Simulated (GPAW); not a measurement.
# YHSe (P-6m2): G0W0 with GPAW, start to end

Aim: the G0W0 gap of YHSe (P-6m2) on LDA, step by step.

Program: GPAW 26.7.0. Level of theory: LDA and many-body steps on it, plane waves. Values are calculated unless marked as measured.

The raw output is cut from this account; settings, times and results stay.

**1. The starting structure**

It takes space group P-6m2 (No. 187, hexagonal). Conventional cell: a = 3.841 Å, b = 3.841 Å, c = 3.916 Å, α = 90.00°, β = 90.00°, γ = 120.00°. Y has 3 H at 2.22 Å and 6 Se at 2.96 Å nearest. H has 3 Y at 2.22 Å nearest. Nearest to Se lie 6 H at 2.96 Å and 6 Y at 2.96 Å. Farther neighbours, and contacts between anions beyond the nearest, are not listed.

The cell and positions are those that the Materials Project relaxed with its own functionals (PBE, PBE+U or r2SCAN), kept fixed.

**2. Ground state**

This step: GPAW 26.7.0; DFT, LDA, plane waves, PAW.

The ground-state density comes first.

Contents of run.py:

```python
import json
import numpy as np
from gpaw.mpi import world
from ase import Atoms
from gpaw import GPAW, PW, FermiDirac

atoms = Atoms(['Y', 'H', 'Se'],
    cell=[[3.8409313358, 0.0000000000, 0.0000000000],
      [-1.9204656679, 3.3263441110, 0.0000000000],
      [0.0000000000, 0.0000000000, 3.9155495600]],
    scaled_positions=[[0.0000000000, 0.0000000000, 0.0000000000],
      [0.3333333333, 0.6666666667, 0.0000000000],
      [0.6666666667, 0.3333333333, 0.5000000000]],
    pbc=(True, True, True))
calc = GPAW(mode=PW(600),
    xc='LDA',
    kpts={'size': (6, 6, 6), 'gamma': True},
    occupations=FermiDirac(0.001),
    nbands=-7,
    convergence={'density': 1e-6, 'bands': -3},
    maxiter=100,
    txt='gs.txt')
atoms.calc = calc
res = {'energy': atoms.get_potential_energy()}
kpts = calc.get_ibz_k_points()
res['kpts'] = kpts
res['eigenvalues'] = [calc.get_eigenvalues(kpt=k) for k in range(len(kpts))]
res['n_electrons'] = calc.get_number_of_electrons()
calc.write('gs.gpw')

if world.rank == 0:
    with open('result.json', 'w') as f:
        json.dump(res, f, default=lambda x: x.tolist())
```

The run is started by

```sh
$ mpirun -n 4 gpaw python run.py
```

Run time: 6.7 s. Hardware: 4 MPI ranks of Arm Neoverse V1, shared host; peak memory 0.67 GiB.

Numbers from this step:

```
total energy               : -17.55 eV
gap                        : 1.369 eV
k of the valence top       : 0, 0, 0.5
k of the conduction bottom : 0, 0, 0
least direct gap           : 1.745 eV
```

The gap is indirect, with the least direct gap 0.38 eV higher.

**3. Empty states on the mesh, 3×3×4 mesh, 331 bands**

The sums over transitions need many empty states on a uniform mesh; this step solves for them.

Contents of run.py:

```python
import json
import numpy as np
from gpaw.mpi import world
from gpaw import GPAW

calc = GPAW('gs.gpw').fixed_density(kpts={'size': (3, 3, 4), 'gamma': True},
    parallel={'domain': 1, 'band': 1},
    txt='nscf.txt')
calc.diagonalize_full_hamiltonian(nbands=331)
calc.write('full.gpw', mode='all')
res = {}
kpts = calc.get_ibz_k_points()
res['kpts'] = kpts
res['eigenvalues'] = [calc.get_eigenvalues(kpt=k) for k in range(len(kpts))]
res['n_electrons'] = calc.get_number_of_electrons()

if world.rank == 0:
    with open('result.json', 'w') as f:
        json.dump(res, f, default=lambda x: x.tolist())
```

The run is started by

```sh
$ mpirun -n 4 gpaw python run.py
```

Elapsed: 19 s, on 4 MPI ranks; peak memory 1.6 GiB.

Numbers from this step:

```
gap                                                           : 1.369 eV
k of the valence top                                          : 0, 0, 0.5
k of the conduction bottom                                    : 0, 0, 0
least direct gap                                              : 1.745 eV
k points computed                                             : 9
lowest point of the top converged band, above the valence top : 182.2117 eV
```

On this mesh the gap is 1.369 eV.

**4. Screening and self-energy, 3×3×4 mesh, 149 bands, screening to 120 eV**

G0W0 replaces the xc potential by the self-energy, built once from these orbitals. Only a window of levels is corrected, while the sums run over the empty bands that the input names.

This step: G0W0 on LDA, plane waves, PAW.

Contents of run.py:

```python
import json
import numpy as np
from gpaw.mpi import world
from gpaw.response.g0w0 import G0W0

gw = G0W0('full.gpw',
    filename='gw',
    kpts=[0, 2],
    bands=(7, 11),
    ecut=120,
    nbands=149,
    integrate_gamma='WS',
    ppa=True)
gw.calculate()
res = {mode: {k: v for k, v in r.items() if k != 'sigma_eskwn'}
       for mode, r in gw.all_results.items()}

if world.rank == 0:
    with open('result.json', 'w') as f:
        json.dump(res, f, default=lambda x: x.tolist())
```

The run is started by

```sh
$ mpirun -n 4 gpaw python run.py
```

Run time: 30 s. Hardware: 4 MPI ranks; peak memory 1.3 GiB; 2 min of CPU time.

Read from the output:

| Item | Value |
| --- | --- |
| G0W0 gap on the mesh | 2.491 eV |
| least direct G0W0 gap on the computed points | 3.135 eV |
| Z at the valence top | 0.7968 |
| Z at the conduction bottom | 0.8097 |
| starting gap on the mesh | 1.369 eV |
| k of the valence top | 0, 0, 0.5 |
| k of the conduction bottom | 0, 0, 0 |

The gap on the mesh goes from 1.37 eV to 2.49 eV, a correction of +1.12 eV.

Limits: finite bands, cutoff and mesh; no spin-orbit coupling; coarse k mesh. v1 is the top filled band, c1 the lowest empty one. The levels before and after the correction (eV, zero at the valence-band top of each column):

```
           conduction bottom  valence top
Kohn-Sham               1.37         0.00
     G0W0               2.49         0.00
```

```
                     level  energy (eV)
Kohn-Sham          Γ v2-v1       -1.555
Kohn-Sham             Γ c1        1.369
Kohn-Sham             Γ c2        3.742
Kohn-Sham     (0 0 0.5) v2       -1.139
Kohn-Sham     (0 0 0.5) v1        0.000
Kohn-Sham  (0 0 0.5) c1-c2        1.745
     G0W0          Γ v2-v1       -1.339
     G0W0             Γ c1        2.491
     G0W0             Γ c2        5.164
     G0W0     (0 0 0.5) v2       -0.943
     G0W0     (0 0 0.5) v1        0.000
     G0W0  (0 0 0.5) c1-c2        3.135
```

**5. Where the time went**

Times are wall times on 4 MPI ranks of Arm Neoverse V1, shared host, good to a factor of about two.

```
                     step   time  share  memory (GiB)
             ground state  6.7 s   12 %          0.67
 empty states on the mesh   19 s   35 %           1.6
screening and self-energy   30 s   53 %           1.3
```

**6. Results**

- LDA gap: 1.37 eV, indirect
- G0W0 gap on the mesh: 2.49 eV
- GW settings: 3×3×4 mesh, 149 bands, screening to 120 eV, Godby-Needs plasmon pole
- known limits: short of the basis limit; no spin-orbit coupling; coarse k mesh

G0W0 moves the gap on the mesh from 1.37 eV to 2.49 eV (+1.12 eV), with Z of 0.80 and 0.81 at the edges. The dearest step here is «screening and self-energy». Bands and cutoff are finite, so the gap stands short of the basis limit, usually by up to a few tenths of an eV; the mesh is an error of its own. In this program the long-wavelength screening can come out low in d oxides and layered crystals. The 3×3×4 mesh is coarse for this cell, which bears on the long-range parts of exchange and screening. The many-body steps are scalar-relativistic: spin-orbit coupling is not in them.

[Long decimals in the printed logs are rounded to 6 places.]

[Logs are printed without paths, hosts, clocks, repeated set-up lines and the standing remarks that a program may print on its own settings, such as how far it seeks lower states.]

[Paths, hosts, dates, memory and timing lines, banners, echoed tables and standing remarks are left out of the program output; an Ansatz launch command may be rebuilt from the run's recorded settings. Measured values are a selection of at most five: reports struck by readers or far from the other reports are left out. None is set beside runs whose start may be inverted or whose files or cutoffs have a known fault.]

[Runs of the session that timed out or met a known fault of the program may be left out.]

[Hosts, paths, dates, database ids (printed as entryN), source tags and the programs' standing remarks are cut or masked in the printed files.]

[Where the starting crystal was built by hand or by swapping elements, it need not be the compound's stable phase.]
